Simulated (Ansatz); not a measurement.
# Work function of Fe(110): what the settings cost and change

How thick a slab and how much vacuum does the work function of Fe(110) need?

Method: plane-wave DFT, PBE, Ansatz PAW, in Ansatz 0.2.0.

**Measured values to reproduce.**

“Anisotropic work function of elemental crystals” (2019, arxiv:1902.07811) quotes from earlier work for Fe (clean (110) face, a compiled value): work function (clean (110) face, a compiled value) 5.12 eV.

## (1) The starting structure

The cell holds 1 atom: 1 Fe. Cell: a = 2.485 Å, b = 2.485 Å, c = 18.000 Å, α = 90.0°, β = 90.0°, γ = 70.5°. Vacuum lies along c.

## (2) Run, setting 1 layer

A work function rests on the faint tail of the density, so the SCF threshold is tight. The slab grows from one layer, at fixed mesh and 18 Å of vacuum; then the vacuum is varied on one slab.

Input file input.yaml:

```yaml
crystal:
  lattice:
    - [2.029396462, -1.435, 0.0]
    - [2.029396462, 1.435, 0.0]
    - [0.0, 0.0, 18.0]
  atoms:
    - { symbol: Fe, position: [0.0, 0.0, 0.5], spin: 2.5 }
magnetization:
  spin_polarized: true
kpoints:
  mp_grid: { grid: [17, 17, 1] }
hamiltonian:
  xc: pbe
scf:
  occupations: { method: fermi_dirac, width: 0.1 }
  convergence: { dr2_threshold: 1.0e-09 }
efield:
  axis: 3
  dipole_correction: true
  ramp_position: 0.97
  ramp_width: 0.06
output:
  write_potential: true
  write_density: true
  volumetric_format: npy
  elf: true
```

On the command line:

```bash
ansatz run input.yaml --threads 4 --pin off --max-ram 6144MiB --backend cpu --events-out ev --progress --plain --runs-dir out
```

The log of the run:

```text
Engine: ansatz 0.2.0, aarch64-unknown-linux-gnu
Pseudopotentials: kind: paw
Pseudopotential: Fe, paw, valence charge 16, recommended cutoff 420 eV (normal), Fe.paw.azcp
Functional definition: PBE
  parameter kappa = 0.804
  parameter beta = 0.066725
  exchange = pbe_x(kappa = kappa, mu = beta*pi^2/3)
  correlation = pbe_c(beta = beta)
Crystal: 1 atoms, lattice volume = 104.839 Å³
Basis set: ecut = 420 eV, 2051 PW (Γ)
Bands: 14, of which v1, the nominal top of the filled ones, is band 8 counted from 1 (7 counted from 0)
Symmetry: 4 space group operations
k-points: 81 of 289
Non-local potential: Fe, projectors of the file, l = 0: 3, l = 1: 2, l = 2: 3, l = 3: 1
PAW form: soft (Blöchl's): semilocal exchange-correlation on the pseudo side does not see the compensation charge
PAW one-centre angular grid: Fe, 590 points (default); XC on 64 Gauss nodes
Initial density: superposition of atomic densities (neutral atoms: chi_scale 0, normalization atom)
Starting moments: Σ|m| = 2.5 μB on 1 of 1 site
Initial wavefunctions: pseudopotential atomic-orbital guess
Functional: x = pbe(κ = 0.804, μ = 0.219515), c = pbe(β = 0.066725)
SCF iter   1: F=—  HF=-4478.366483 eV  |F-HF|=—  |Δ(HF+E_count)|=         —  Δρ=3.28e-2 (↑2.94e-2 ↓3.28e-2)  dr2=6.83e-1  dr2_m=8.55e-1  M=3.038 μB ∫|m|=3.047 μB  β_m=1.00  ethr=3.10e-3  p=0.000 e·Å  D=3.16e-15 V/Å  ΔV_dip=-0.00 eV  dr2_dipole=8.29e-13  V_vac-E_F(+/−)=6.52/6.52 eV  ⟨swp⟩=6.5  Hψ=13158  notcnv=0
Mixer restart at iter 1: flushing history
efield: sawtooth ramp at fractional position 0.9700 (set: `efield.ramp_position`, or a place that a band, a saddle search or an elastic batch's reference lends), width 0.0600; the density the first Hamiltonian is built on has a dipole p = 0.000 e·Å; the dipole correction subtracts the counter field D = 3.16e-15 V/Å, which shifts the + side's vacuum level by -0.00 eV against the − side's; the planar-averaged density in the ramp window peaks in size at 1.9e-5 e/Å³
preconditioner: auto → LDOS  [metal: Δε(μ)=0.034 eV  Ē_g=7.956 eV  σ=0.100 eV  W_gap=0.08  n_scr=10 (ndim 8)  ℏωp=10.3 eV  f_vac=0.741  D(μ)=1.71/eV (n_scr^D=8)]
spin=Collinear: LDOS preconditioning applied to the charge; magnetization (m = ρ↑ − ρ↓) channel mixes plain (no charge-response kernel on spin).
SCF iter   2: F=—  HF=-4478.427646 eV  |F-HF|=—  |Δ(HF+E_count)|=   6.12e-2  Δρ=7.52e-3 (↑6.08e-3 ↓7.52e-3)  dr2=3.74e-1  dr2_m=2.63e-3  M=3.016 μB ∫|m|=3.050 μB  β_m=0.35  ethr=3.10e-3  p=-0.000 e·Å  D=-8.66e-6 V/Å  ΔV_dip=0.00 eV  dr2_dipole=5.66e-10  V_vac-E_F(+/−)=5.97/5.97 eV  ⟨swp⟩=2.0  Hψ=4408  notcnv=0  defer=34
density mixer auto → msr1: a metal under ldos (density of states about μ 2.29 of a free-electron gas's, 10 screened modes)
SCF iter   3: F=—  HF=-4478.549875 eV  |F-HF|=—  |Δ(HF+E_count)|=   1.22e-1  Δρ=7.09e-3 (↑6.30e-3 ↓7.09e-3)  dr2=1.23e-1  dr2_m=2.98e-2  M=2.996 μB ∫|m|=3.046 μB  β_m=0.65  ethr=2.34e-3  p=-0.000 e·Å  D=-6.08e-6 V/Å  ΔV_dip=0.00 eV  dr2_dipole=1.98e-10  V_vac-E_F(+/−)=5.40/5.40 eV  ⟨swp⟩=2.6  Hψ=3622  notcnv=0  defer=34
SCF iter   4: F=—  HF=-4478.774751 eV  |F-HF|=—  |Δ(HF+E_count)|=   2.25e-1  Δρ=1.97e-3 (↑1.97e-3 ↓1.30e-3)  dr2=5.09e-3  dr2_m=6.01e-4  M=2.957 μB ∫|m|=3.021 μB  β_m=0.64  ethr=7.71e-4  p=0.000 e·Å  D=1.15e-6 V/Å  ΔV_dip=-0.00 eV  dr2_dipole=5.47e-12  V_vac-E_F(+/−)=4.65/4.65 eV  ⟨swp⟩=3.1  Hψ=5456  notcnv=0  defer=36
SCF iter   5: F=—  HF=-4478.777316 eV  |F-HF|=—  |Δ(HF+E_count)|=   2.57e-3  Δρ=1.29e-3 (↑1.29e-3 ↓8.47e-4)  dr2=3.82e-3  dr2_m=1.78e-4  M=2.955 μB ∫|m|=3.021 μB  β_m=0.68  ethr=3.18e-5  p=0.000 e·Å  D=1.35e-6 V/Å  ΔV_dip=-0.00 eV  dr2_dipole=3.98e-12  V_vac-E_F(+/−)=4.59/4.59 eV  ⟨swp⟩=2.3  Hψ=4812  notcnv=0  defer=37
SCF iter   6: F=—  HF=-4478.779852 eV  |F-HF|=—  |Δ(HF+E_count)|=   2.54e-3  Δρ=5.68e-4 (↑5.68e-4 ↓3.51e-4)  dr2=6.97e-4  dr2_m=3.73e-5  M=2.951 μB ∫|m|=3.020 μB  β_m=0.77  ethr=2.39e-5  p=0.000 e·Å  D=9.37e-7 V/Å  ΔV_dip=-0.00 eV  dr2_dipole=2.39e-11  V_vac-E_F(+/−)=4.52/4.52 eV  ⟨swp⟩=2.1  Hψ=3495  notcnv=0  defer=37
SCF iter   7: F=—  HF=-4478.780225 eV  |F-HF|=—  |Δ(HF+E_count)|=   3.74e-4  Δρ=9.51e-5 (↑9.51e-5 ↓4.50e-5)  dr2=1.53e-5  dr2_m=1.67e-6  M=2.949 μB ∫|m|=3.020 μB  β_m=0.85  ethr=4.36e-6  p=-0.000 e·Å  D=-4.43e-7 V/Å  ΔV_dip=0.00 eV  dr2_dipole=1.85e-11  V_vac-E_F(+/−)=4.48/4.48 eV  ⟨swp⟩=2.0  Hψ=3357  notcnv=0  defer=37
SCF iter   8: F=—  HF=-4478.780231 eV  |F-HF|=—  |Δ(HF+E_count)|=   5.93e-6  Δρ=9.23e-6 (↑5.81e-6 ↓9.23e-6)  dr2=2.95e-7  dr2_m=1.70e-8  M=2.949 μB ∫|m|=3.020 μB  β_m=0.85  ethr=9.54e-8  p=0.000 e·Å  D=6.63e-7 V/Å  ΔV_dip=-0.00 eV  dr2_dipole=4.43e-11  V_vac-E_F(+/−)=4.47/4.47 eV  ⟨swp⟩=2.7  Hψ=3668  notcnv=0  defer=37
SCF iter   9: F=—  HF=-4478.780231 eV  |F-HF|=—  |Δ(HF+E_count)|=   1.96e-7  Δρ=1.76e-6 (↑1.54e-6 ↓1.76e-6)  dr2=6.44e-9  dr2_m=1.27e-9  M=2.949 μB ∫|m|=3.020 μB  β_m=0.93  ethr=1.84e-9  p=-0.000 e·Å  D=-6.18e-7 V/Å  ΔV_dip=0.00 eV  dr2_dipole=3.27e-11  V_vac-E_F(+/−)=4.46/4.46 eV  ⟨swp⟩=2.0  Hψ=3056  notcnv=0  defer=37
SCF iter  10: F=—  HF=-4478.780231 eV  |F-HF|=—  |Δ(HF+E_count)|=   1.36e-8  Δρ=4.49e-7 (↑3.20e-7 ↓4.49e-7)  dr2=6.43e-10  dr2_m=6.87e-11  M=2.949 μB ∫|m|=3.020 μB  β_m=0.96  ethr=4.03e-11  p=0.000 e·Å  D=8.90e-7 V/Å  ΔV_dip=-0.00 eV  dr2_dipole=7.20e-11  V_vac-E_F(+/−)=4.46/4.46 eV  ⟨swp⟩=2.3  Hψ=3242  notcnv=0  defer=37
iter 11 met the thresholds in force, and the SCF goes on: an eigenvalue changes by 0.09 meV, over its tolerance of 0.05 meV (output.eigenvalues, Limitations)
SCF iter  11: F=-4478.780231 eV  HF=-4478.780231 eV  |F-HF|=1.06e-10  |Δ(HF+E_count)|=  7.68e-10  Δρ=2.63e-7 (↑2.00e-7 ↓2.63e-7)  dr2=4.21e-10  dr2_m=7.57e-12  M=2.949 μB ∫|m|=3.020 μB  β_m=0.88  ethr=4.02e-12  p=-0.000 e·Å  D=-6.85e-7 V/Å  ΔV_dip=0.00 eV  dr2_dipole=4.20e-11  V_vac-E_F(+/−)=4.46/4.46 eV  ⟨swp⟩=3.9  Hψ=9710  notcnv=0
SCF iter  12: F=-4478.780231 eV  HF=-4478.780231 eV  |F-HF|=2.18e-11  |Δ(HF+E_count)|=  2.53e-10  Δρ=6.72e-8 (↑6.72e-8 ↓5.68e-8)  dr2=1.10e-11  dr2_m=4.69e-13  M=2.949 μB ∫|m|=3.020 μB  ethr=2.63e-12  p=-0.000 e·Å  D=-6.44e-8 V/Å  ΔV_dip=0.00 eV  dr2_dipole=3.19e-13  V_vac-E_F(+/−)=4.46/4.46 eV  ⟨swp⟩=1.8  Hψ=6812  notcnv=0
SCF 1 converged in 12 iterations: F = -4478.780231 eV  dr2 = 1.10e-11
  greatest PAW one-centre occupation: 1.003 electrons in one spin orbital (limit 2), on the Fe atom at site 0 (counted from 0), in its partial waves of l = 1
WARN: The output density's exchange-correlation potential varies sharply where the density is thin. Do not read a vacuum level from v_tot or v_xc, or from such a field of the output density. On a cell that repeats whose density bears no net charge and no dipole along the vacuum's axis use v_es (v_loc + v_h of the components); under efield.dipole_correction with no amplitude use v_es + v_field, which holds any externa [...]
SCF converged after 12 iterations
an eigenvalue changed by more than its tolerance at an iteration that met the thresholds in force, so the SCF went on 1 time: the last check found none over its tolerance
Magnetization: 2.9493 μB (9.4747 up, 6.5253 down)
Absolute magnetization: 3.0196 μB (∫|ρ↑−ρ↓|, with the PAW one-centre terms)
Spin contamination: 0.0587 ħ² per cell (⟨S²⟩ above its minimum at these occupations)
Per-site moments (μB) at R_I (Å): [(2.869996, 1.025266)]
Free energy (F): -4478.780231 eV
Harris-Foulkes:  -4478.780231 eV  (|F-HF|=2.18e-11)
Internal energy: -4478.734446 eV  (E = F + TS)
E sigma→0 (E₀):  -4478.757339 eV
Entropy (-TS):   -0.045786 eV (-45.786 meV/atom)
Fermi energy:    -1.813385 eV
Dipole field:    D = 0.000001 V/Å  (p = 0.000001 e·Å, saw-weighted, corrected)
Work function:   Φ+ = 4.4629 eV   Φ− = 4.4629 eV
Levels:          The Fermi level and band energies are counted from a zero that moves with the ramp; work functions are not
--- Per-component energies (eV) ---
  E_band       = -535.396240
  E_kinetic    = 345.121395
  E_local      = -12427.844762  (includes V_loc(G=0)·N_el)
  E_nonlocal   = 225.512878
  E_hartree    = 5887.481179
  E_xc         = -114.180959
  E_vxc        = -146.708159  (∫ρ·V_xc dr)
  E_paw        = -1370.757314  (= ΣΔE_a)
  E_vpaw       = -306.441122  (= ΣTr[D̂ρ^β])
  E_aug_tail   = 0.000861  (compensation charges beyond the density's cutoff)
  E_efield     = 0.000000  (sawtooth field / dipole correction)
  E_vefield    = 0.000000  (∫n·V_field dr)
  E_ewald      = 2975.932278
  E_smearing   = -0.045786  (= −TS)
  E_closure    = -0.000000  (closes the sum)
  Σ components = -4478.780231   (vs F -4478.780231, Δ=0.00e0)
--- Band table (eV; the first three rows and the last of 162) ---
  k-point 0 ↑: bands = [... 4 lower, -7.5050, -4.7776, -4.7286, -3.3393, -3.2157, -2.9759, -1.7329, 2.1813, ... 2 higher]
  k-point 1 ↑: bands = [... 4 lower, -7.3994, -4.7494, -4.7108, -3.4382, -3.2195, -3.0293, -1.5253, 2.2722, ... 2 higher]
  k-point 2 ↑: bands = [... 4 lower, -7.0933, -4.6770, -4.6496, -3.7037, -3.2195, -3.0860, -1.0311, 2.5450, ... 2 higher]
  k-point 80 ↓: bands = [... 4 lower, -3.6525, -2.5558, -1.1552, -0.2677, 0.4839, 2.1923, 7.1769, 7.9519, ... 2 higher]
```

It took 37 s on 4 threads of Arm Neoverse N1, shared host; peak memory 0.63 GiB.

Numbers from this step:

| Property | Result |
| --- | --- |
| energy at zero smearing | -4478.7573 eV |
| total moment | 2.949 μB |
| site moments | 2.870 μB |
| work function, upper face | 4.463 eV |

Running mean over 2.029 Å of the planar mean; the ramp of the sawtooth is left out. Electron's electrostatic potential energy less the Fermi level against z:

```
z (Å)  electron's electrostatic potential energy less the Fermi level (eV)
 2.88                                                                 4.46
 3.17                                                                 4.46
 3.60                                                                 4.46
 3.89                                                                 4.46
 4.18                                                                 4.46
 4.46                                                                 4.46
 4.90                                                                 4.46
 5.18                                                                 4.46
 5.47                                                                 4.45
 5.90                                                                 4.42
 6.19                                                                 4.37
 6.48                                                                 4.26
 6.91                                                                 3.86
 7.20                                                                 3.18
 7.49                                                                 1.65
 7.78                                                               -0.895
 8.21                                                                -5.45
 8.50                                                                -7.87
 8.78                                                                -9.15
 9.22                                                                -9.15
 9.50                                                                -7.87
 9.79                                                                -5.45
10.22                                                               -0.895
10.51                                                                 1.65
10.80                                                                 3.18
11.09                                                                 3.86
11.52                                                                 4.26
11.81                                                                 4.37
12.10                                                                 4.42
12.53                                                                 4.45
12.82                                                                 4.46
13.10                                                                 4.46
13.54                                                                 4.46
13.82                                                                 4.46
14.11                                                                 4.46
14.40                                                                 4.46
14.83                                                                 4.46
15.12                                                                 4.46
```

Site moment by atom:

```
atom  site moment (μB)
 Fe1              2.87
```

Spin density in the ca plane at fractional y = 0.000, with atoms of Fe within 0.2 Å of it.

Ten even steps from '0' (0.0 e/Å³) to '9' (5.9 e/Å³), each cell a mean:
```
00000000000000000000046200000000000000000000
00000000000000000000011000000000000000000000
00000000000000000000000000000000000000000000
00000000000000000000000000000000000000000000
00000000000000000000000000000000000000000000
00000000000000000000000000000000000000000000
00000000000000000000024100000000000000000000
00000000000000000000169300000000000000000000
```
Columns run along c (18.0 Å), rows up along a (2.5 Å). Atoms in or near the plane, at fractional coordinates: Fe at (0.50, 0.00).

Valence density in the ca plane at fractional y = 0.000, with atoms of Fe within 0.2 Å of it. It is the smooth field of the valence electrons, not physical close to the nuclei.

Ten steps, logarithmic in the rise over the least value, from '0' (0 e/Å³) to '9' (28 e/Å³), each cell a mean:
```
00000000000000000000489610000000000000000000
00000000000000000000256410000000000000000000
00000000000000000000122100000000000000000000
00000000000000000000111100000000000000000000
00000000000000000000112100000000000000000000
00000000000000000000145310000000000000000000
00000000000000000000378510000000000000000000
00000000000000000000499720000000000000000000
```
Columns run along c (18.0 Å), rows up along a (2.5 Å). Atoms in or near the plane, at fractional coordinates: Fe at (0.50, 0.00).

Electrostatic potential energy in the ca plane at fractional y = 0.000, with atoms of Fe within 0.2 Å of it. With pseudopotentials it is smooth inside the atoms' cores, unlike the true potential.

Ten even steps from '0' (-41 eV) to '9' (3 eV), each cell a mean:
```
99999999999999999998300069999999999999999999
99999999999999999998510379999999999999999999
99999999999999999999865789999999999999999999
99999999999999999999988899999999999999999999
99999999999999999999877899999999999999999999
99999999999999999999721589999999999999999999
99999999999999999998300179999999999999999999
99999999999999999998200059999999999999999999
```
Columns run along c (18.0 Å; values clipped at the 3rd and 97th percentile), rows up along a (2.5 Å). Atoms in or near the plane, at fractional coordinates: Fe at (0.50, 0.00).

The work function is 4.463 eV.

## (3) Run, 2 atoms

System of this step: Fe(110). The cell holds 2 atoms: 2 Fe. Cell: a = 2.485 Å, b = 2.485 Å, c = 20.029 Å, α = 90.0°, β = 90.0°, γ = 70.5°. Vacuum lies along c.

input.yaml, the sections that differ from step 2:

```yaml
crystal:
  lattice:
    - [2.029396462, -1.435, 0.0]
    - [2.029396462, 1.435, 0.0]
    - [0.0, 0.0, 20.029396462]
  atoms:
    - { symbol: Fe, position: [0.0, 0.0, 0.4493395503], spin: 2.5 }
    - { symbol: Fe, position: [0.5, 0.5, 0.5506604497], spin: 2.5 }
output:
  write_potential: true
  write_density: true
  volumetric_format: npy
# magnetization, kpoints, hamiltonian, scf, efield: as in step 2
```

The log of the run:

```text
[...]
Crystal: 2 atoms, lattice volume = 116.659 Å³
Basis set: ecut = 420 eV, 2265 PW (Γ)
Bands: 23, of which v1, the nominal top of the filled ones, is band 16 counted from 1 (15 counted from 0)
Symmetry: 4 space group operations
k-points: 81 of 289
[...]
k-point 1 ↑: bands = [... 12 lower, -2.6126, -2.1781, -1.7088, -1.3984, -1.2699, -1.2511, -1.2258, -0.7999, ... 3 higher]
  k-point 2 ↑: bands = [... 12 lower, -2.5230, -2.4049, -1.5779, -1.5728, -1.3778, -1.2447, -1.0664, -0.9139, ... 3 higher]
  k-point 80 ↓: bands = [... 12 lower, 0.2918, 1.1142, 1.5775, 1.7211, 1.9578, 2.4214, 3.2612, 6.7251, ... 3 higher]
[key lines of the parts left out:]
SCF converged after 26 iterations
Magnetization: 5.3950 μB (18.6975 up, 13.3025 down)
Free energy (F): -8959.215165 eV
Fermi energy:    -0.047232 eV
Dipole field:    D = -0.000007 V/Å  (p = -0.000004 e·Å, saw-weighted, corrected)
Work function:   Φ+ = 4.7532 eV   Φ− = 4.7530 eV
```

It took 1.7 min on 4 threads; peak memory 0.72 GiB; 3.4 min of CPU time.

The work function is 4.753 eV, +0.290 eV from the run “1 layer”, at 2.7 times its CPU time.

## (4) Slab, 3 atoms

System of this step: Fe(110). The cell holds 3 atoms: 3 Fe. Its edges and angles: a = 2.485 Å, b = 2.485 Å, c = 22.059 Å, α = 90.0°, β = 90.0°, γ = 70.5°. Vacuum lies along c.

input.yaml, the sections that differ from step 3:

```yaml
crystal:
  lattice:
    - [2.029396462, -1.435, 0.0]
    - [2.029396462, 1.435, 0.0]
    - [0.0, 0.0, 22.058792924]
  atoms:
    - { symbol: Fe, position: [0.0, 0.0, 0.4080005661], spin: 2.5 }
    - { symbol: Fe, position: [0.5, 0.5, 0.5], spin: 2.5 }
    - { symbol: Fe, position: [0.0, 0.0, 0.5919994339], spin: 2.5 }
# magnetization, kpoints, hamiltonian, scf, efield, output: as in step 3
```

The log of the run:

```text
[...]
Crystal: 3 atoms, lattice volume = 128.479 Å³
Basis set: ecut = 420 eV, 2499 PW (Γ)
Bands: 34, of which v1, the nominal top of the filled ones, is band 24 counted from 1 (23 counted from 0)
Symmetry: 4 space group operations
k-points: 81 of 289
[...]
k-point 1 ↑: bands = [... 20 lower, -0.4650, -0.0874, 0.2398, 0.2763, 0.3173, 0.3436, 0.4452, 0.4495, ... 6 higher]
  k-point 2 ↑: bands = [... 20 lower, -0.4490, -0.3502, 0.1271, 0.2220, 0.2586, 0.3040, 0.4081, 0.4782, ... 6 higher]
  k-point 80 ↓: bands = [... 20 lower, 2.6982, 2.9617, 3.3135, 3.4937, 3.6068, 4.0027, 4.1215, 4.7109, ... 6 higher]
[key lines of the parts left out:]
SCF converged after 15 iterations
Magnetization: 7.8767 μB (27.9383 up, 20.0617 down)
Free energy (F): -13439.690612 eV
Fermi energy:    1.580256 eV
Dipole field:    D = 0.000011 V/Å  (p = 0.000008 e·Å, saw-weighted, corrected)
Work function:   Φ+ = 4.7650 eV   Φ− = 4.7653 eV
```

Wall time 1.8 min (4 threads); peak memory 0.92 GiB; 4 min of CPU time.

The work function is 4.765 eV, +0.012 eV from the run “2 layers”, at 1.2 times its CPU time.

## (5) Run, 4 atoms

System of this step: Fe(110). The cell holds 4 atoms: 4 Fe. Its edges and angles: a = 2.485 Å, b = 2.485 Å, c = 24.088 Å, α = 90.0°, β = 90.0°, γ = 70.5°. Vacuum lies along c.

input.yaml, the sections that differ from step 4:

```yaml
crystal:
  lattice:
    - [2.029396462, -1.435, 0.0]
    - [2.029396462, 1.435, 0.0]
    - [0.0, 0.0, 24.088189386]
  atoms:
    - { symbol: Fe, position: [0.0, 0.0, 0.3736270857], spin: 2.5 }
    - { symbol: Fe, position: [0.5, 0.5, 0.4578756952], spin: 2.5 }
    - { symbol: Fe, position: [0.0, 0.0, 0.5421243048], spin: 2.5 }
    - { symbol: Fe, position: [0.5, 0.5, 0.6263729143], spin: 2.5 }
# magnetization, kpoints, hamiltonian, scf, efield, output: as in step 4
```

The log of the run:

```text
[...]
Crystal: 4 atoms, lattice volume = 140.298 Å³
Basis set: ecut = 420 eV, 2715 PW (Γ)
Bands: 45, of which v1, the nominal top of the filled ones, is band 32 counted from 1 (31 counted from 0)
Symmetry: 4 space group operations
k-points: 81 of 289
[...]
k-point 1 ↑: bands = [... 28 lower, 1.4123, 1.5342, 1.6065, 1.6851, 1.7337, 1.7798, 1.8004, 1.8680, ... 9 higher]
  k-point 2 ↑: bands = [... 28 lower, 1.3076, 1.3218, 1.5761, 1.5765, 1.7243, 1.7767, 1.7885, 1.8036, ... 9 higher]
  k-point 80 ↓: bands = [... 28 lower, 4.2582, 4.4351, 4.5119, 4.9959, 5.0884, 5.3254, 5.4293, 5.4880, ... 9 higher]
[key lines of the parts left out:]
SCF converged after 18 iterations
Magnetization: 10.1271 μB (37.0636 up, 26.9364 down)
Free energy (F): -17920.184790 eV
Fermi energy:    2.940890 eV
Dipole field:    D = 0.000004 V/Å  (p = 0.000003 e·Å, saw-weighted, corrected)
Work function:   Φ+ = 4.7462 eV   Φ− = 4.7463 eV
```

Elapsed: 2.6 min, on 4 threads; peak memory 1.2 GiB.

The work function is 4.746 eV, -0.019 eV from the run “3 layers”, at 1.7 times its CPU time.

(Continued in part 2 of 3.)

[Long decimals in the printed logs are rounded to 6 places.]

[Logs are printed without paths, hosts, clocks, repeated set-up lines and the standing remarks that a program may print on its own settings, such as how far it seeks lower states.]

[Hosts, paths, dates, database ids (printed as entryN), source tags and the programs' standing remarks are cut or masked in the printed files.]

[Maps of the electrostatic potential energy from Ansatz leave out the sawtooth potential of an applied field or a dipole correction, so their vacuum need not be flat; planar profiles and work functions include it.]
